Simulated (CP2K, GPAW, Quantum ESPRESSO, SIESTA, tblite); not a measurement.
**CP2K on twisted graphene bilayer, 32.20° (156 atoms): settings against a plane-wave reference**

Wanted: CP2K inputs and outputs for twisted graphene bilayer, 32.20° (156 atoms), checked against a plane-wave reference.

Program: CP2K 2026.2. Level of theory: the method is named at each step. Results are calculated unless marked as measured.

## Step 1: The starting structure

The cell holds 156 atoms: 156 C. Its edges and angles: a = 15.363 Å, b = 15.363 Å, c = 15.530 Å, α = 90.0°, β = 90.0°, γ = 120.0°. It derives from C (graphene). Graphene (a = 2.46 Å) under graphene (a = 2.46 Å), bilayer, commensurate cell of 39 unit cells a layer, twist 32.20 deg; facing planes 3.53 Å apart as built; 12 Å of vacuum; minimised with a classical potential. Then every atom was moved at random, 0.03 Å r.m.s. a Cartesian component. Regions: layer 1, 78 atoms (78 C); layer 2, 78 atoms (78 C). Vacuum lies along c.

The yardstick, on the same geometry:

* method: Kohn-Sham DFT, PBE, SSSP efficiency 1.3.0 pseudopotentials, plane waves (Quantum ESPRESSO 7.5); sssp-pbe-1.3.0-efficiency, cutoffs 45/360 Ry, Γ point
* r.m.s. force component: 1.695 eV/Å
* longest force: 6.809 eV/Å
* time: 11 min on 4 MPI ranks of Arm Neoverse V1, shared host
* CPU time: 45 min

## Step 2: PBE, DZVP-MOLOPT-SR, 450/50 Ry, diagonalisation

Method: Kohn-Sham DFT, PBE, GTH-PBE pseudopotentials, Gaussian and plane waves, DZVP-MOLOPT-SR-GTH, diagonalisation.

The input, input.inp:

```
&GLOBAL
  PROJECT cell
  RUN_TYPE ENERGY_FORCE
  PRINT_LEVEL LOW
&END GLOBAL
&FORCE_EVAL
  METHOD QS
  &DFT
    BASIS_SET_FILE_NAME BASIS_MOLOPT
    POTENTIAL_FILE_NAME GTH_POTENTIALS
    &MGRID
      CUTOFF 450
      REL_CUTOFF 50
    &END MGRID
    &QS
      EPS_DEFAULT 1.0E-12
    &END QS
    &SCF
      SCF_GUESS ATOMIC
      EPS_SCF 5.0E-06
      MAX_SCF 200
      ADDED_MOS 70
      &DIAGONALIZATION
        ALGORITHM STANDARD
      &END DIAGONALIZATION
      &SMEAR ON
        METHOD FERMI_DIRAC
        ELECTRONIC_TEMPERATURE [K] 580
      &END SMEAR
      &MIXING
        METHOD BROYDEN_MIXING
        ALPHA 0.2
        NBROYDEN 12
        BETA 0.05
      &END MIXING
      &PRINT
        &RESTART OFF
        &END RESTART
      &END PRINT
    &END SCF
    &XC
      &XC_FUNCTIONAL PBE
      &END XC_FUNCTIONAL
    &END XC
    &PRINT
      &MULLIKEN ON
      &END MULLIKEN
      &HIRSHFELD ON
        SHAPE_FUNCTION DENSITY
      &END HIRSHFELD
      &MO ON
        EIGENVALUES T
        OCCUPATION_NUMBERS T
        MO_INDEX_RANGE 301 324
        &EACH
          QS_SCF 0
        &END EACH
        ADD_LAST NUMERIC
      &END MO
    &END PRINT
  &END DFT
  &SUBSYS
    &CELL
      A 15.36270 0.00000 0.00000
      B -7.68135 13.30449 0.00000
      C 0.00000 0.00000 15.53000
    &END CELL
    &COORD
      C -3.74266 9.27882 6.06633
      C -2.76275 8.17548 6.05142
      C -4.36132 11.67230 6.06198
      C -3.35736 10.61166 6.08465
      C 2.75461 0.66243 6.01803
      C -3.97418 12.93649 6.04148
      C 0.41203 1.38207 6.04474
      C 1.37619 0.31239 6.06415
      C -0.23029 3.79205 6.02580
      C 0.70930 2.71970 6.06648
      C -0.82044 6.16011 6.02517
      C 0.19273 5.08937 6.05375
      C -1.42136 8.51487 6.05608
      C -0.39889 7.46608 6.03449
      C -1.95944 10.92259 6.08139
      C -0.99082 9.93672 6.04754
      C -2.54053 13.29943 6.05499
      C -1.58973 12.33353 6.06866
      C 2.13880 3.09436 6.08496
      C 3.16994 2.04676 6.07176
      C 1.51515 5.44300 6.03775
      C 2.57141 4.47803 6.01104
      C 0.99028 7.82331 6.08015
      C 1.98663 6.82959 6.08854
      C 0.43115 10.23953 6.04956
      C 1.36475 9.20657 6.09723
      C -0.18067 12.62516 6.10484
      C 0.81169 11.61070 6.10112
      C 4.47769 2.42607 6.07285
      C 5.49977 1.35453 6.07627
      C 3.91841 4.79999 6.09987
      C 4.89909 3.72379 6.03558
      C 3.37841 7.22620 6.02595
      C 4.27774 6.10623 5.99582
      C 2.71129 9.55781 6.07549
      C 3.81609 8.50609 6.09211
      C 2.20101 11.97377 6.02719
      C 3.18423 10.89904 6.07782
      C 9.22146 1.01593 6.08962
      C 2.62956 13.27881 6.00871
      C 6.87220 1.71335 6.06757
      C 7.89266 0.67973 6.11898
      C 6.25961 4.12772 6.10888
      C 7.26302 3.05444 5.96694
      C 5.70494 6.42820 6.00933
      C 6.74369 5.49542 6.05623
      C 5.10003 8.87396 6.07052
      C 6.09853 7.76929 6.07332
      C 4.46502 11.25347 6.02083
      C 5.48072 10.25603 6.08993
      C 11.60222 0.36853 6.10438
      C 4.90047 12.63195 6.04987
      C 8.69137 3.42817 6.04754
      C 9.67804 2.42062 6.05887
      C 8.14269 5.78905 6.07254
      C 9.07344 4.78363 6.05359
[... 96 atom lines left out ...]
      C -5.12569 8.88008 9.46460
      C -5.52581 10.27479 9.49737
      C 8.41553 10.55631 9.39317
      C 8.06465 11.88330 9.50374
    &END COORD
    &KIND C
      BASIS_SET DZVP-MOLOPT-SR-GTH-q4
      POTENTIAL GTH-PBE-q4
    &END KIND
  &END SUBSYS
  &PRINT
    &FORCES ON
    &END FORCES
  &END PRINT
&END FORCE_EVAL
```

Started as:

```
$ OMP_NUM_THREADS=1 mpirun -np 4 cp2k.psmp -i input.inp > output.txt
```

Numbers of over 12 decimals in the logs are rounded to 6 here.

The log of the run:

```text
CP2K| version string:                                       CP2K version 2026.2
 CP2K| Input file name                                                 input.inp
 GLOBAL| Basis set file name                                        BASIS_MOLOPT
 GLOBAL| Potential file name                                      GTH_POTENTIALS
 GLOBAL| Run type                                                   ENERGY_FORCE
 GLOBAL| Total number of message passing processes                             4
 GLOBAL| Number of threads for this process                                    1
 TOTAL NUMBERS AND MAXIMUM NUMBERS
  Total number of            - Atomic kinds:                                   1
                             - Atoms:                                        156
                             - Shell sets:                                   156
                             - Shells:                                       780
                             - Primitive Cartesian functions:                780
                             - Cartesian basis functions:                   2184
                             - Spherical basis functions:                   2028
  Maximum angular momentum of- Orbital basis functions:                        2
                             - Local part of the GTH pseudopotential:          2
                             - Non-local part of the GTH pseudopotential:      0
 SCF PARAMETERS         Density guess:                                    ATOMIC
                        max_scf:                                             200
                        eps_scf:                                        5.00E-06
                        added MOs                                        70    0
                        Mixing method:                            BROYDEN_MIXING
                                                charge density mixing in g-space
                        Smear method:                                FERMI_DIRAC
                        Electronic temperature [K]:                        580.0
                        Electronic temperature [a.u.]:                  1.84E-03
                        Accuracy threshold:                             1.00E-10
 Extrapolation method: initial_guess
 Number of electrons:                                                        624
 Number of occupied orbitals:                                                312
 Number of molecular orbitals:                                               382
 Number of orbital functions:                                               2028
 Number of independent orbital functions:                                   2028
 SCF WAVEFUNCTION OPTIMIZATION
  Step     Update method      Time    Convergence         Total energy    Change
     1 NoMix/Diag. 0.20E+00    6.5     0.92657637      -882.7635847609 -8.83E+02
     2 Broy./Diag. 0.20E+00    9.1     0.03561975      -851.8069801521  3.10E+01
     3 Broy./Diag. 0.20E+00    9.1     0.07499881      -881.3542848339 -2.95E+01
     4 Broy./Diag. 0.20E+00    9.3     0.08404014      -893.0631190714 -1.17E+01
[...]
16 Broy./Diag. 0.20E+00    9.5     0.00000623      -888.0501055045 -1.24E-04
    17 Broy./Diag. 0.20E+00    9.4     0.00000247      -888.0501652388 -5.97E-05
  *** SCF run converged in    17 steps ***
  Electronic density on regular grids:       -623.9999999998        0.0000000002
  Core density on regular grids:              623.9999999995       -0.0000000005
  Total charge density on r-space grids:       -0.0000000003
  Total charge density g-space grids:          -0.0000000003
  Overlap energy of the core charge distribution:               4.25767e-05
  Self energy of the core charge distribution:              -2080.261237
  Core Hamiltonian energy:                                    654.790323
  Hartree energy:                                             810.988634
  Exchange-correlation energy:                               -273.553627
  Electronic entropic energy:                                  -0.014301
  Fermi energy:                                                -0.0035597
  Total energy:                                              -888.050165
  Total energy (extrapolated to T->0):                       -888.043015
 MO| EIGENVALUES AND OCCUPATION NUMBERS
 MO|
 MO|  Index      Eigenvalue [a.u.]        Eigenvalue [eV]             Occupation
 MO|    301              -0.086721              -2.359811               2.000000
 MO|    302              -0.085466              -2.325654               2.000000
 MO|    303              -0.073778              -2.007594               2.000000
[...]
MO|    323               0.064072               1.743483               0.000000
 MO|    324               0.068718               1.869924               0.000000
 MO| Sum:                                                             624.000000
 MO| E(Fermi):           -0.003560 a.u.         -0.096864 eV
 !-----------------------------------------------------------------------------!
                     Mulliken Population Analysis
 #  Atom  Element  Kind  Atomic population                           Net charge
       1     C        1          3.993537                              0.006463
       2     C        1          4.000434                             -0.000434
       3     C        1          4.001469                             -0.001469
[...]
155     C        1          4.010515                             -0.010515
     156     C        1          3.994892                              0.005108
 # Total charge                            624.000000                  0.000000
 !-----------------------------------------------------------------------------!
 !-----------------------------------------------------------------------------!
                           Hirshfeld Charges
  #Atom  Element  Kind  Ref Charge     Population                    Net charge
      1       C      1       4.000          3.998                         0.002
      2       C      1       4.000          4.003                        -0.003
      3       C      1       4.000          4.002                        -0.002
[...]
155       C      1       4.000          4.005                        -0.005
    156       C      1       4.000          4.000                         0.000
  Total Charge                                                           -0.000
 !-----------------------------------------------------------------------------!
 ENERGY| Total FORCE_EVAL ( QS ) energy [hartree]           -888.050182
 FORCES| Atomic forces [hartree/bohr]
 FORCES|   Atom     x               y               z               |f|
 FORCES|      1 -2.83185360E-02 -5.27919962E-02 -7.19846796E-03   6.03386467E-02
 FORCES|      2 -1.15214496E-02  3.73296441E-02  2.02517312E-03   3.91196556E-02
 FORCES|      3  2.27336443E-02 -8.68195881E-02 -2.73353092E-03   8.97882601E-02
[...]
FORCES|    155  4.95223784E-02  5.30454879E-03  2.52911733E-02   5.58591770E-02
 FORCES|    156 -1.32450318E-03  5.77354736E-02 -1.78908506E-02   6.04584300E-02
 FORCES| Sum     1.43189839E-04  9.63275870E-05  1.29487737E-04
 FORCES| Total atomic force                                       2.15753118E-04
```

Run time: 2.9 min. Hardware: 4 MPI ranks of Arm Neoverse V1, shared host; peak memory 8.1 GiB; 11 min of CPU time.

Banners, paths, timers and routine set-up lines are dropped from the logs unmarked, and long logs keep their key lines alone; longer cuts are marked.

Against the reference:

```yaml
r_m_s_force_component: 1.72 eV/Å
r_m_s_difference_of_force_components: 30.44 meV/Å
longest_difference_of_force_vectors: 104.7 meV/Å
force_difference_over_r_m_s_force: 1.795 %
slope_of_forces_against_the_reference_s: 1.015
correlation_of_force_components: 1
```

The surroundings of C79, which bears the longest force, nearest first, numbered as they follow in the input and with coordinates relative to it.

```tsv
atom	x	y	z	distance (Å)	bonds	Hirshfeld charge (e)	Fx	Fy	Fz (eV/Å)
C79	0.00	0.00	0.00	0.00	3	0.00	4.95	-4.82	-0.06
C80	-0.31	1.29	0.01	1.33	3	-0.01	-0.51	3.30	-0.03
C112	-0.91	-1.11	-0.02	1.44	3	0.00	-0.34	2.95	0.70
C134	1.47	-0.35	0.01	1.51	3	0.00	-3.08	-1.42	0.15
C81	-1.66	1.60	-0.04	2.31	3	0.00	-2.76	3.00	0.38
C83	-2.28	-0.68	0.02	2.37	3	0.00	-0.39	-4.00	-0.56
C141	0.67	2.37	0.04	2.46	3	0.01	0.17	-2.30	-0.70
C111	-0.48	-2.44	0.04	2.49	3	-0.01	-1.78	0.01	-0.78
C131	2.43	0.64	0.00	2.51	3	-0.01	0.69	1.91	0.11
C133	1.85	-1.73	0.02	2.53	3	0.00	-0.23	-0.60	-0.06
```

Forces lie 1.8 % from the reference's, at 0.26 times its CPU time.

## Step 3: PBE, TZVP-MOLOPT, 450/50 Ry, diagonalisation

Method: Kohn-Sham DFT, PBE, GTH-PBE pseudopotentials, Gaussian and plane waves, TZVP-MOLOPT-GTH, diagonalisation.

input.inp: that of step 2 with these lines changed.

```diff
@@ -71,3 +71,3 @@
     &KIND C
-      BASIS_SET DZVP-MOLOPT-SR-GTH-q4
+      BASIS_SET TZVP-MOLOPT-GTH-q4
       POTENTIAL GTH-PBE-q4
```

The log of the run:

```text
CP2K| version string:                                       CP2K version 2026.2
 CP2K| Input file name                                                 input.inp
 GLOBAL| Basis set file name                                        BASIS_MOLOPT
 GLOBAL| Potential file name                                      GTH_POTENTIALS
[... lines left out ...]
                        Smear method:                                FERMI_DIRAC
[... lines left out ...]
 Number of electrons:                                                        624
[... lines left out ...]
  Step     Update method      Time    Convergence         Total energy    Change
[... lines left out ...]
  *** SCF run converged in    18 steps ***
[... lines left out ...]
  Fermi energy:                                                -0.000878501
  Total energy:                                              -888.114937
  Total energy (extrapolated to T->0):                       -888.107783
[... lines left out ...]
 MO| E(Fermi):           -0.000879 a.u.         -0.023905 eV
[... lines left out ...]
    156       C      1       4.000          4.000                         0.000
  Total Charge                                                           -0.000
 !-----------------------------------------------------------------------------!
 ENERGY| Total FORCE_EVAL ( QS ) energy [hartree]           -888.114929
 FORCES| Atomic forces [hartree/bohr]
 FORCES|   Atom     x               y               z               |f|
 FORCES|      1 -2.80058243E-02 -5.20286384E-02 -7.29351746E-03   5.95357104E-02
 FORCES|      2 -1.09416446E-02  3.68953596E-02  1.92636755E-03   3.85317796E-02
 FORCES|      3  2.24771243E-02 -8.56615299E-02 -2.89867493E-03   8.86088096E-02
[...]
FORCES|    155  4.89724723E-02  5.56863220E-03  2.55596746E-02   5.55212542E-02
 FORCES|    156 -1.48619069E-03  5.70050418E-02 -1.79252980E-02   5.97754118E-02
 FORCES| Sum     1.41205136E-04  9.58984011E-05  1.27325843E-04
 FORCES| Total atomic force                                       2.12948971E-04
```

It took 25 min on 4 MPI ranks; peak memory 8.8 GiB; 1.7 h of CPU time.

Compared with the plane-wave run:

```yaml
r_m_s_force_component: 1.702 eV/Å
r_m_s_difference_of_force_components: 12.11 meV/Å
longest_difference_of_force_vectors: 39.76 meV/Å
force_difference_over_r_m_s_force: 0.7144 %
slope_of_forces_against_the_reference_s: 1.004
correlation_of_force_components: 1
```

Against the first run (1.8 %), the force difference from the reference is 0.71 %, at 8.9 times the CPU time, with 2652 basis functions against 2028: the larger basis brings the forces nearer.

## Step 4: PBE, SZV-MOLOPT-SR, 450/50 Ry, diagonalisation

Method: Kohn-Sham DFT, PBE, GTH-PBE pseudopotentials, Gaussian and plane waves, SZV-MOLOPT-SR-GTH, diagonalisation.

input.inp: that of step 3 with these lines changed.

```diff
@@ -67,7 +67,8 @@
     &END CELL
-    &COORD
-[... 156 atom lines left out: the same atoms as in the first run ...]
-    &END COORD
+    &TOPOLOGY
+      COORD_FILE_NAME structure.xyz
+      COORD_FILE_FORMAT XYZ
+    &END TOPOLOGY
     &KIND C
-      BASIS_SET TZVP-MOLOPT-GTH-q4
+      BASIS_SET SZV-MOLOPT-SR-GTH-q4
       POTENTIAL GTH-PBE-q4
```

The input, structure.xyz:

```xyz
156

C -3.74266 9.27882 6.06633
C -2.76275 8.17548 6.05142
C -4.36132 11.67230 6.06198
C -3.35736 10.61166 6.08465
C 2.75461 0.66243 6.01803
C -3.97418 12.93649 6.04148
C 0.41203 1.38207 6.04474
C 1.37619 0.31239 6.06415
C -0.23029 3.79205 6.02580
C 0.70930 2.71970 6.06648
C -0.82044 6.16011 6.02517
C 0.19273 5.08937 6.05375
C -1.42136 8.51487 6.05608
C -0.39889 7.46608 6.03449
C -1.95944 10.92259 6.08139
C -0.99082 9.93672 6.04754
C -2.54053 13.29943 6.05499
C -1.58973 12.33353 6.06866
C 2.13880 3.09436 6.08496
C 3.16994 2.04676 6.07176
[... 132 atom lines left out ...]
C -5.12569 8.88008 9.46460
C -5.52581 10.27479 9.49737
C 8.41553 10.55631 9.39317
C 8.06465 11.88330 9.50374
```

Started as:

```
$ OMP_NUM_THREADS=2 cp2k.psmp -i input.inp > output.txt
```

The log of the run:

```text
CP2K| version string:                                       CP2K version 2026.2
 CP2K| Input file name                                                 input.inp
 GLOBAL| Basis set file name                                        BASIS_MOLOPT
 GLOBAL| Potential file name                                      GTH_POTENTIALS
 GLOBAL| Run type                                                   ENERGY_FORCE
 GLOBAL| Total number of message passing processes                             1
 GLOBAL| Number of threads for this process                                    2
 TOTAL NUMBERS AND MAXIMUM NUMBERS
  Total number of            - Atomic kinds:                                   1
                             - Atoms:                                        156
[... lines left out ...]
                        Smear method:                                FERMI_DIRAC
[... lines left out ...]
 Number of electrons:                                                        624
[... lines left out ...]
  Step     Update method      Time    Convergence         Total energy    Change
[... lines left out ...]
  *** SCF run converged in    13 steps ***
[... lines left out ...]
  Fermi energy:                                                 0.029324
  Total energy:                                              -885.226921
  Total energy (extrapolated to T->0):                       -885.220743
[... lines left out ...]
 MO| E(Fermi):            0.029324 a.u.          0.797938 eV
[... lines left out ...]
       2     C        1          4.006642                             -0.006642
       3     C        1          4.006492                             -0.006492
[...]
155     C        1          4.008390                             -0.008390
     156     C        1          3.997198                              0.002802
 # Total charge                            624.000000                 -0.000000
 !-----------------------------------------------------------------------------!
 !-----------------------------------------------------------------------------!
                           Hirshfeld Charges
  #Atom  Element  Kind  Ref Charge     Population                    Net charge
      1       C      1       4.000          3.998                         0.002
      2       C      1       4.000          4.003                        -0.003
      3       C      1       4.000          4.003                        -0.003
[...]
155       C      1       4.000          4.005                        -0.005
    156       C      1       4.000          4.000                         0.000
  Total Charge                                                           -0.000
 !-----------------------------------------------------------------------------!
 ENERGY| Total FORCE_EVAL ( QS ) energy [hartree]           -885.226983
 FORCES| Atomic forces [hartree/bohr]
 FORCES|   Atom     x               y               z               |f|
 FORCES|      1 -3.40727588E-02 -6.42441443E-02 -9.54566309E-03   7.33442748E-02
 FORCES|      2 -1.80629132E-02  4.48036462E-02  2.33399972E-03   4.83640683E-02
 FORCES|      3  2.83302956E-02 -1.06575837E-01 -3.71088819E-03   1.10339410E-01
[...]
FORCES|    155  6.27586367E-02  5.57215582E-03  3.24484034E-02   7.08702637E-02
 FORCES|    156 -3.19226419E-04  7.14312547E-02 -2.24266207E-02   7.48697493E-02
 FORCES| Sum     1.14211311E-04  6.05750951E-05  6.65593529E-05
 FORCES| Total atomic force                                       1.45408779E-04
```

It took 2.6 min on 2 threads; peak memory 6.2 GiB.

Compared with the plane-wave run:

```yaml
r_m_s_force_component: 2.14 eV/Å
r_m_s_difference_of_force_components: 451.7 meV/Å
longest_difference_of_force_vectors: 1830 meV/Å
force_difference_over_r_m_s_force: 26.64 %
slope_of_forces_against_the_reference_s: 1.261
correlation_of_force_components: 0.9992
```

This is a coarse setting, run to see what it loses.

Against the first run (1.8 %), the force difference from the reference is 27 %, at 0.40 times the CPU time (on 2 against 4 cores), with 624 basis functions against 2028: the smaller basis costs accuracy.

(Part 1 of 3 ends here.)

[Also dropped from logs without a mark: logging warnings of Python, and SIESTA's first energy breakdown and zero terms.]

[Logs are printed without paths, hosts, clocks, repeated set-up lines and the standing remarks that a program may print on its own settings, such as how far it seeks lower states.]

[Hosts, paths, dates, database ids (printed as entryN), source tags and the programs' standing remarks are cut or masked in the printed files.]
